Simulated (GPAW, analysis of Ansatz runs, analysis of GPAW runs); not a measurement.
# V on the Ga site in GaAs: charge-transition level, PBE (GPAW), part 2 of 4

Aim: the charge-transition level of the V on the Ga site in GaAs, to be set beside the measurement. Set-up: PBE, LCAO dzp, h 0.18, 32-site cell, PBE lattice, k: the single point 1/4 1/4 1/4 then 2x2x2 shifted, dielectric constants 10.9 and 12.9 (handbook). The model is a cell of 32 host atoms with 1 Ga taken out and 1 V put in. The level is the Fermi energy at which two charge states have equal formation energy, after a correction for the images of the charge. An atomic-orbital basis is far cheaper than plane waves.

GPAW 26.7.0; PBE, LCAO dzp, h 0.18, 32-site cell, PBE lattice, k: the single point 1/4 1/4 1/4 then 2x2x2 shifted, dielectric constants 10.9 and 12.9 (handbook).

So far: Starting point; Relaxation, charge 0.

## 2. Relaxation, charge 0 (continued)

Level of this step: GPAW LCAO dzp PAW DFT, PBE; relaxation of all atoms of a defect supercell (GPAW).

The steps of the relaxation:

```csv
step,energy less that of the first step (eV)
0,0.0000
1,-0.1606
2,-0.3916
3,-0.3977
4,-0.4097
5,-0.4133
6,-0.4158
7,-0.4177
8,-0.4198
9,-0.4210
10,-0.4216
11,-0.4223
12,-0.4233
13,-0.4241
14,-0.4245
15,-0.4247
16,-0.4248
```

The atoms that moved most (Å):

```csv
atom,dx,dy,dz,length
As19,0.012,0.059,-0.004,0.060
As32,0.043,0.037,-0.007,0.057
As31,0.049,0.026,0.007,0.056
As28,-0.048,0.020,0.022,0.056
Ga3,0.000,-0.008,0.055,0.056
Ga11,0.003,-0.016,0.053,0.055
Ga10,0.054,-0.005,0.003,0.055
As21,0.032,0.030,-0.031,0.054
```

Final coordinates:

```xyz
32
Lattice="-5.7667 5.7667 -5.7667 5.7667 5.7667 5.7667 5.7667 -5.7667 -5.7667" Properties=species:S:1:pos:R:3 pbc="T T T"
Ga    0.0041    0.0036   -0.0061
Ga    5.7700   -2.8746   -2.8818
Ga    5.7676    0.0025    0.0068
Ga    5.7691    2.8803    2.8818
Ga    2.8857   -2.8803   -5.7663
Ga    2.8798    0.0036   -2.8842
V     2.8864    2.8896   -0.0015
Ga    2.8836    5.7745    2.8843
Ga    0.0066    0.0043   -5.7768
Ga    0.0041    2.8820   -2.8855
Ga    0.0066    5.7697    0.0071
Ga    5.7728    2.8920   -2.8840
Ga   -2.8797    2.8855   -5.7680
Ga   -2.8716    5.7663   -2.8817
Ga    2.8912    2.8865   -5.7670
Ga    2.8931    5.7697   -2.8848
As    4.3279   -4.3190   -4.3276
As    4.3241   -1.4387   -1.4398
As    4.3057    1.4643    1.4215
As    4.3271    4.3269    4.3242
As    1.4438   -1.4414   -4.3285
As    1.4647    1.4661   -1.4230
As    1.4671    4.3095    1.4256
As    7.2109    1.4467   -1.4374
As   -1.4385    1.4452   -4.3303
As   -1.4365    4.3238   -1.4374
As    4.3279    1.4466   -4.3245
As    4.3108    4.3086   -1.4243
As   -4.3175    4.3273   -4.3284
As    1.4510    1.4481   -7.2094
As    1.4489    4.3253   -4.3271
As    1.4473    7.2113   -1.4409
```

Neighbours of V7 at the end:

```csv
atom,distance (Å)
As28,2.463
As23,2.463
As22,2.463
As19,2.464
Ga11,4.073
Ga16,4.075
Ga4,4.077
Ga10,4.077
Ga3,4.079
Ga9,4.079
Ga1,4.079
Ga6,4.079
Ga12,4.079
Ga2,4.080
Ga8,4.081
Ga14,4.085
```

Read from the output:

| Item | Value |
| --- | --- |
| total moment | 2.000 μB |

First to last step the energy falls by 0.425 eV; the largest move, 0.06 Å, is that of As19. Judged within 0.08 Å, the space group went from P1 to I-43m.

## 3. Single point, charge 0

The relaxed structure is kept, and the final numbers are taken at the final level and k-points.

This step: GPAW LCAO dzp PAW DFT, PBE; single point of a defect supercell.

The input, run.py:

```python
import numpy as np
from ase.io import read, write
from ase.parallel import parprint, world
from gpaw import GPAW

atoms = read('POSCAR')
magmoms = np.zeros(len(atoms))
magmoms[[6]] = 2 / 1
atoms.set_initial_magnetic_moments(magmoms)
calc = GPAW(mode='lcao',
            h=0.18,
            basis='dzp',
            xc='PBE',
            kpts={'size': (2, 2, 2), 'gamma': False},
            occupations={'name': 'fermi-dirac', 'width': 0.01, 'fixmagmom': True},
            nbands=78,
            convergence={'density': 1e-05, 'bands': 75},
            maxiter=150,
            symmetry={'point_group': False},
            txt='gpaw.txt')
atoms.calc = calc
energy = atoms.get_potential_energy()
forces = atoms.get_forces()
parprint(f'Energy: {energy:.6f} eV, largest force {np.linalg.norm(forces, axis=1).max():.4f} eV/A')
calc.write('gs.gpw')
write('final.xyz', atoms)
parprint('Moments:', atoms.get_magnetic_moments().round(3))
for s in range(calc.get_number_of_spins()):
    parprint('Levels (eV), spin', s, calc.get_eigenvalues(kpt=0, spin=s)[-16:].round(3))
field = calc.get_electrostatic_potential()
if world.rank == 0:
    np.save('potential.npy', field)
field = calc.get_pseudo_density()
if world.rank == 0:
    np.save('density.npy', field)
field = calc.get_pseudo_density(spin=0) - calc.get_pseudo_density(spin=1)
if world.rank == 0:
    np.save('spin.npy', field)
```

The input, POSCAR:

```
Ga V  Ga As
 1.0000000000000000
    -5.7666910817914703    5.7666910817914712   -5.7666910817914774
     5.7666910817914729    5.7666910817914792    5.7666910817914951
     5.7666910817914765   -5.7666910817914800   -5.7666910817914951
 Ga  V   Ga  As 
   6   1   9  16
Direct
  0.0008376111935754  0.0006616281236301  0.0008801529209751
  0.0006274308695710  0.2510496209119376  0.7501574366726970
 -0.0003735235630707  0.5002904697131346  0.4994885306228645
 -0.0001267260530573  0.7499476343817757  0.2503474652142307
[... 1 atom line left out ...]
  0.2503864797889325  0.2500048770693163  0.4997635011349841
  0.2506704840778349  0.5008055449890372  0.2503963285911656
[... 2 atom lines left out ...]
  0.5000691981066099  0.2502348928584728  0.2505366699044972
  0.4996484811017303  0.5008344315719383 -0.0000397732420106
[... 7 atom lines left out ...]
  0.0037074632049408  0.5002867682837191  0.2500754678109096
[... 2 atom lines left out ...]
  0.2504985041701312  0.2541082293495721  0.2503778214440878
  0.2500466852738109  0.5008598820422200  0.0035953139687802
[... 4 atom lines left out ...]
  0.4970696469333876  0.7473496384448501  0.4972599336999985
[... 3 atom lines left out ...]
  0.7501896795997713  0.7507392408568327  0.2504236172039539
```

Launch:

```bash
$ OMP_NUM_THREADS=1 mpirun -n 4 gpaw python run.py > stdout
```

Output:

```text
__  _  _
 | _ |_)|_||  |
 |__||  | ||/\| - 26.7.0

Input parameters:
  mode=LCAO(),
  basis={'default': 'dzp'},
  convergence={'density': 1e-05, 'bands': 75},
  h=0.18,
  kpts=MonkhorstPack(size=(2, 2, 2), gamma=False),
  maxiter=150,
  nbands=78,
  occupations=Occupations(name='fermi-dirac', width=0.01, fixmagmom=True),
  symmetry=Symmetry(point_group=False),
  xc=XC(name='PBE')

                               Ga As

                                     Ga
                           As
                        Ga
                             As As
                             V
                 Ga As         Ga As
                     Ga  As        Ga  As
                      Ga             Ga
             As            As As
                            Ga
                  As            As
               Ga            Ga  Ga
                       As
                     Ga
                         As As
                          Ga

Atoms  # Å, Bohr magnetons
|    | symbol |         x |         y |         z |    initial magnetic moments |
|----|--------|-----------|-----------|-----------|-----------------------------|
|  0 |     Ga |  0.004061 |  0.003570 | -0.006090 | ( 0.0000,  0.0000,  0.0000) |
|  1 |     Ga |  5.770034 | -2.874582 | -2.881819 | ( 0.0000,  0.0000,  0.0000) |
|  2 |     Ga |  5.767571 |  0.002471 |  0.006779 | ( 0.0000,  0.0000,  0.0000) |
|  3 |     Ga |  5.769124 |  2.880309 |  2.881771 | ( 0.0000,  0.0000,  0.0000) |
|  4 |     Ga |  2.885661 | -2.880349 | -5.766306 | ( 0.0000,  0.0000,  0.0000) |
|  5 |     Ga |  2.879781 |  0.003621 | -2.884182 | ( 0.0000,  0.0000,  0.0000) |
|  6 |      V |  2.886410 |  2.889572 | -0.001507 | ( 0.0000,  0.0000,  2.0000) |
|  7 |     Ga |  2.883600 |  5.774471 |  2.884309 | ( 0.0000,  0.0000,  0.0000) |
|  8 |     Ga |  0.006578 |  0.004285 | -5.776777 | ( 0.0000,  0.0000,  0.0000) |
|  9 |     Ga |  0.004050 |  2.882004 | -2.885485 | ( 0.0000,  0.0000,  0.0000) |
| 10 |     Ga |  0.006610 |  5.769705 |  0.007068 | ( 0.0000,  0.0000,  0.0000) |
[...]
| 16 |     As |  4.327939 | -4.318991 | -4.327569 | ( 0.0000,  0.0000,  0.0000) |
| 17 |     As |  4.324107 | -1.438672 | -1.439808 | ( 0.0000,  0.0000,  0.0000) |
| 18 |     As |  4.305727 |  1.464271 |  1.421511 | ( 0.0000,  0.0000,  0.0000) |
| 19 |     As |  4.327101 |  4.326863 |  4.324239 | ( 0.0000,  0.0000,  0.0000) |
| 20 |     As |  1.443781 | -1.441416 | -4.328520 | ( 0.0000,  0.0000,  0.0000) |
| 21 |     As |  1.464668 |  1.466060 | -1.423035 | ( 0.0000,  0.0000,  0.0000) |
| 22 |     As |  1.467095 |  4.309513 |  1.425629 | ( 0.0000,  0.0000,  0.0000) |
| 23 |     As |  7.210865 |  1.446689 | -1.437386 | ( 0.0000,  0.0000,  0.0000) |
| 24 |     As | -1.438511 |  1.445194 | -4.330307 | ( 0.0000,  0.0000,  0.0000) |
| 25 |     As | -1.436539 |  4.323757 | -1.437380 | ( 0.0000,  0.0000,  0.0000) |
[...]
Unit cell  # Å
| periodic |         x |         y |         z |  lengths |     angles |
|----------|-----------|-----------|-----------|----------|------------|
|      yes | -5.766691 |  5.766691 | -5.766691 | 9.988202 | 109.471221 |
|      yes |  5.766691 |  5.766691 |  5.766691 | 9.988202 | 109.471221 |
|      yes |  5.766691 | -5.766691 | -5.766691 | 9.988202 | 109.471221 |

Number of symmetries: 1
Symmetry operations  # r_c * U_cc + t_c -> r_c
|   | kind |            matrix            |
|---|------|------------------------------|
| 0 |  E   |  1, 0, 0,  0, 1, 0,  0, 0, 1 |

BZ-sampling:
  Number of BZ points: 8
  Number of IBZ points: 4

  Monkhorst-Pack size: [2, 2, 2]
  Monkhorst-Pack shift: [0, 0, 0]

K-points  # in reciprocal-cell coordinates
|   |                                coordinates |     weight |
|---|--------------------------------------------|------------|
| 0 | (  0.25000000,  -0.25000000,  -0.25000000) | 0.25000000 |
| 1 | (  0.25000000,  -0.25000000,   0.25000000) | 0.25000000 |
| 2 | (  0.25000000,   0.25000000,  -0.25000000) | 0.25000000 |
| 3 | (  0.25000000,   0.25000000,   0.25000000) | 0.25000000 |

basis functions: 432
Spin-components: 2 (collinear spins)
Bands:           78
Projectors:      161
Spin-degeneracy: 1
Datatype:        <class 'complex'>

Density:
  Valence electrons: 138.0
  Components: 2
  Grid points: [44 44 44]
  Charge: 0.0  # |e|

Potential:
  Grid points: [44 44 44]

species:
  Ga:
    name:    Gallium
    Z:       31.0
    valence: 3
    core:    28
    charge:  0.0  # [|e|]
    compensation charges:
      type: gauss
      rc: 0.37  # [Å]
      lmax: 2
    cutoffs:
      filter: 2.06  # [Å]
      core: 4.17  # [Å]
    projectors
    | kind |    occ | energy [eV] | rcut [Å] |
    |------|--------|-------------|----------|
    |   4s |  2.000 |      -8.945 |    1.164 |
    |   4p |  1.000 |      -2.580 |    1.164 |
    |    s |        |      18.266 |    1.164 |
    |    p |        |      24.631 |    1.164 |
    |    d |        |       0.000 |    1.164 |

    LCAO basis set for Ga:
      Name: dzp
      File: <dir>
      Number of radial functions: 5
      Number of spherical harmonics: 13
        l=0, rc=7.2656 Bohr: 4s-sz confined orbital
        l=1, rc=10.3438 Bohr: 4p-sz confined orbital
[...]
l=2, rc=3.6562 Bohr: 3d-dz split-valence wave
        l=1, rc=9.5312 Bohr: p-type Gaussian polarization
      Number of RI-basis functions 0

  As:
    name:    Arsenic
    Z:       33.0
    valence: 5
    core:    28
    charge:  0.0  # [|e|]
    compensation charges:
      type: gauss
      rc: 0.33  # [Å]
      lmax: 2
    cutoffs:
      filter: 1.87  # [Å]
      core: 2.96  # [Å]
    projectors
    | kind |    occ | energy [eV] | rcut [Å] |
    |------|--------|-------------|----------|
    |   4s |  2.000 |     -14.487 |    1.058 |
    |   4p |  3.000 |      -5.196 |    1.058 |
    |    s |        |      12.725 |    1.058 |
    |    p |        |      22.016 |    1.058 |
    |    d |        |       0.000 |    1.058 |

    LCAO basis set for As:
      Name: dzp
      File: <dir>
      Number of radial functions: 5
      Number of spherical harmonics: 13
        l=0, rc=6.1250 Bohr: 4s-sz confined orbital
        l=1, rc=7.9531 Bohr: 4p-sz confined orbital
        l=0, rc=3.4219 Bohr: 4s-dz split-valence wave
        l=1, rc=4.6094 Bohr: 4p-dz split-valence wave
        l=2, rc=7.9531 Bohr: d-type Gaussian polarization
      Number of RI-basis functions 0

Reference energy: -1803138.146099  # eV

eigensolver:
  <gpaw.new.lcao.eigensolver.LCAOEigensolver object at 0x57e4bf63f290>
density mixing:
  MSR1-Mixer
  Pratt-step length: 0.05
  Maximum mixing coefficient: 0.75
  Old densities: 10
  SVD Regularization: 0.005
  Good broyden scale: 1.0
  Trust region scale: 1.0
  Backstep threshold: 4.0
  History deletion threshold: 6.0
  Fourier metric: weight=20.0, sigma=0.015

occupation numbers:
  Fixed magnetic moment: 2.000
  Fermi-Dirac:
    width: 0.0100  # eV

FastPoissonSolver using
    Stencil: 8*3+1=25 point O(h^6) finite-difference Laplacian
    FFT axes: [np.int64(0), np.int64(1), np.int64(2)]
    FST axes: []

xc functional:
  name: PBE with 2 nearest neighbor stencil
interpolation: tri-quintic # 5. degree polynomial

Initialization done in: 5.017 s

convergence criteria:
- Maximum integral of absolute [dens]ity change: 1e-05 electrons / valence electron
- Maximum [total energy] change in last 3 cyles: 0.0005 eV / valence electron
- Maximum integral of absolute [eigenst]ate change: 4e-08 eV^2 / valence electron
maximum number of iterations: 150

SCF iterations
|iter     | |      energy | eigst |  dens |  magmom |
|---------|-|-------------|-------|-------|---------|
|iter:   1| | -134.999019 |      c|       |  +1.9663|
|iter:   2| | -133.221771 |      c| -0.97 |  +1.9680|
|iter:   3| | -132.948105 |      c| -1.03 |  +1.9709|
|iter:   4| | -132.761457 |      c| -1.08 |  +1.9806|
|iter:   5| | -132.866822 |      c| -1.27 |  +1.9914|
|iter:   6| | -132.873254 |      c| -1.61 |  +1.9981|
|iter:   7| | -132.866535c|      c| -2.14 |  +2.0000|
|iter:   8| | -132.865941c|      c| -2.99 |  +2.0000|
|iter:   9| | -132.865979c|      c| -3.25 |  +2.0000|
|iter:  10| | -132.866051c|      c| -3.46 |  +2.0000|
|iter:  11| | -132.866043c|      c| -3.69 |  +2.0000|
|iter:  12| | -132.866043c|      c| -4.21 |  +2.0000|
|iter:  13| | -132.866043c|      c| -4.50 |  +2.0000|
|iter:  14| | -132.866043c|      c| -4.73 |  +2.0000|
|iter:  15| | -132.866043c|      c| -5.25c|  +2.0000|

Converged in 15 steps
SCF loop duration: 183.381 s (12.225 s/step)
Energy contributions relative to reference atoms: (reference = -1803138.146099)

Energy contributions:
  Kinetic:         404.648328
  Coulomb:        -366.836674
  Zero:              0.744047
  External:          0.000000
  Xc:             -171.421744
  Entropy:          -0.000000
  Spinorbit:         0.000000
  ----------------------------
  Free energy:    -132.866043
  Extrapolated:   -132.866043

dipole moment: (-134.344675, -134.590729, 16.018524)  # |e|*Ang

Total magnetic moment: (0.000000, 0.000000, 2.000005)

Local magnetic moments
|        x |        y |         z |
|----------|----------|-----------|
| 0.000000 | 0.000000 |  0.005750 |  # Ga   0
| 0.000000 | 0.000000 |  0.005726 |  # Ga   1
| 0.000000 | 0.000000 |  0.005800 |  # Ga   2
| 0.000000 | 0.000000 |  0.005796 |  # Ga   3
| 0.000000 | 0.000000 | -0.000398 |  # Ga   4
| 0.000000 | 0.000000 |  0.005758 |  # Ga   5
| 0.000000 | 0.000000 |  1.757523 |  # V    6
| 0.000000 | 0.000000 |  0.005732 |  # Ga   7
| 0.000000 | 0.000000 |  0.005790 |  # Ga   8
| 0.000000 | 0.000000 |  0.005803 |  # Ga   9
[...]
Fermi levels: 4.820, 3.963
Eigenvalues  # (at kpt = [0.250, -0.250, -0.250])
| band index |      eig [eV] | occ [0-1] |      eig [eV] | occ [0-1] |
|------------|---------------|-----------|---------------|-----------|
|          0 |       -60.181 |     1.000 |       -58.385 |     1.000 |
|        ... |               |           |               |           |
|         61 |         3.061 |     1.000 |         3.141 |     1.000 |
|         62 |         3.191 |     1.000 |         3.220 |     1.000 |
|         63 |         3.223 |     1.000 |         3.271 |     1.000 |
|         64 |         3.224 |     1.000 |         3.272 |     1.000 |
|         65 |         3.284 |     1.000 |         3.281 |     1.000 |
|         66 |         3.638 |     1.000 |         3.678 |     1.000 |
|         67 |         3.641 |     1.000 |         3.680 |     1.000 |
|         68 |         4.173 |     1.000 |         5.597 |     0.000 |
|         69 |         4.346 |     1.000 |         5.749 |     0.000 |
[...]
|         73 |         6.108 |     0.000 |         6.233 |     0.000 |
|         74 |         6.413 |     0.000 |         6.467 |     0.000 |
|         75 |         6.414 |     0.000 |         6.492 |     0.000 |
|         76 |         6.446 |     0.000 |         6.493 |     0.000 |
|         77 |         6.652 |     0.000 |         6.685 |     0.000 |

Gap: 0.772 eV
Transition (v -> c):
  (s=0, k=0, n=69, [0.25, -0.25, -0.25]) -> (s=0, k=1, n=70, [0.25, -0.25, 0.25])
Direct/indirect transitions are different
Direct gap: 0.772 eV
Transition at: (s=0, k=1, n=69, [0.25, -0.25, 0.25])

Forces  # eV/Ang
|        x |        y |        z |
|----------|----------|----------|
[...]
|  0.04729 |  0.05620 | -0.04850 |  # As  27
| -0.02108 |  0.03161 |  0.01875 |  # As  28
| -0.01799 | -0.01921 | -0.02506 |  # As  29
| -0.01832 |  0.01858 |  0.02670 |  # As  30
| -0.01415 | -0.02631 | -0.01421 |  # As  31

# Writing to gs.gpw (mode='')
```

The job ended after 3.6 min (4 MPI ranks of Arm Neoverse V2, shared host; peak memory 3.9 GiB; 15 min of CPU time).

This step gave:

```
total moment : 2.000 μB
```

(Continued in part 3 of 4.)

[Logs are printed without paths, hosts, clocks, repeated set-up lines and the standing remarks that a program may print on its own settings, such as how far it seeks lower states.]

[Hosts, paths, dates, database ids (printed as entryN), source tags and the programs' standing remarks are cut or masked in the printed files.]

[For some hosts the program warned that the k-mesh of the response run may be too coarse for force constants and the static dielectric constant; such warnings are not shown here.]
